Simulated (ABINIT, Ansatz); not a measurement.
Planning a run of Ansatz 0.2.0 on CaC2 (Pnnm). The input:

```yaml
crystal:
  lattice:
    - [4.407233, 0.0, 0.0]
    - [0.0, 5.904349, 0.0]
    - [0.0, 0.0, 3.897343]
  atoms:
    - { symbol: Ca, position: [0.0, 0.0, 0.0] }
    - { symbol: Ca, position: [0.5, 0.5, 0.5] }
    - { symbol: C, position: [0.886657, 0.564468, 0.0] }
    - { symbol: C, position: [0.613343, 0.064468, 0.5] }
    - { symbol: C, position: [0.386657, 0.935532, 0.5] }
    - { symbol: C, position: [0.113343, 0.435532, 0.0] }
kpoints:
  mp_grid: { grid: [4, 2, 4] }
hamiltonian:
  xc: pbesol
  pseudopotentials: { kind: nc, accuracy: standard }
scf:
  occupations: { method: fixed }
gw:
  n_empty_bands: 93
  ecut_chi: 141.5
  qp_bands: [v2, c2]
  qp_kpoints: [[0.5, 0.0, 0.0], [0.0, 0.0, 0.0]]
  screening: { model: godby_needs }
  pair_densities: pseudo
  plasmon_pole_fit_frequency: 22.1236
basis:
  ecutwfc: 1006.82
```

```sh
ansatz run input.yaml --threads 8 --pin off --max-ram 18432MiB --backend cpu --events-out ev --progress --plain --runs-dir out
```

How long will it take on 8 threads of Intel Xeon Platinum 8375C at 2.90GHz (Ice Lake), shared host, and how much memory?

It took 20 s; on shared hardware allow 9.9 s to 39 s. Peak host memory was 1.3 GiB. The sizes that set the cost: 7325 plane waves a state, 18 irreducible k points, 397 plane waves in the screening and 8 SCF cycles.

The screening grows as filled bands × empty bands × pairs of k points, times the square of the screening basis for the matrix.

[Paths, hosts, dates, memory and timing lines, banners, echoed tables and standing remarks are left out of the program output.]

[Logs are printed without paths, hosts, clocks, repeated set-up lines and the standing remarks that a program may print on its own settings, such as how far it seeks lower states.]

[Runs of the session that timed out or met a known fault of the program may be left out.]

[Hosts, paths, dates, database ids (printed as entryN), source tags and the programs' standing remarks are cut or masked in the printed files.]

[G0W0 gaps are taken among the corrected bands and points alone; a level outside them can change the order at an edge.]

[Where Ansatz stands beside ABINIT at settings called matched, ABINIT's density can come from a denser mesh and the files from another edition; pairs whose starting gaps differed by over 0.03 eV were left out, so agreement reads better than it is.]
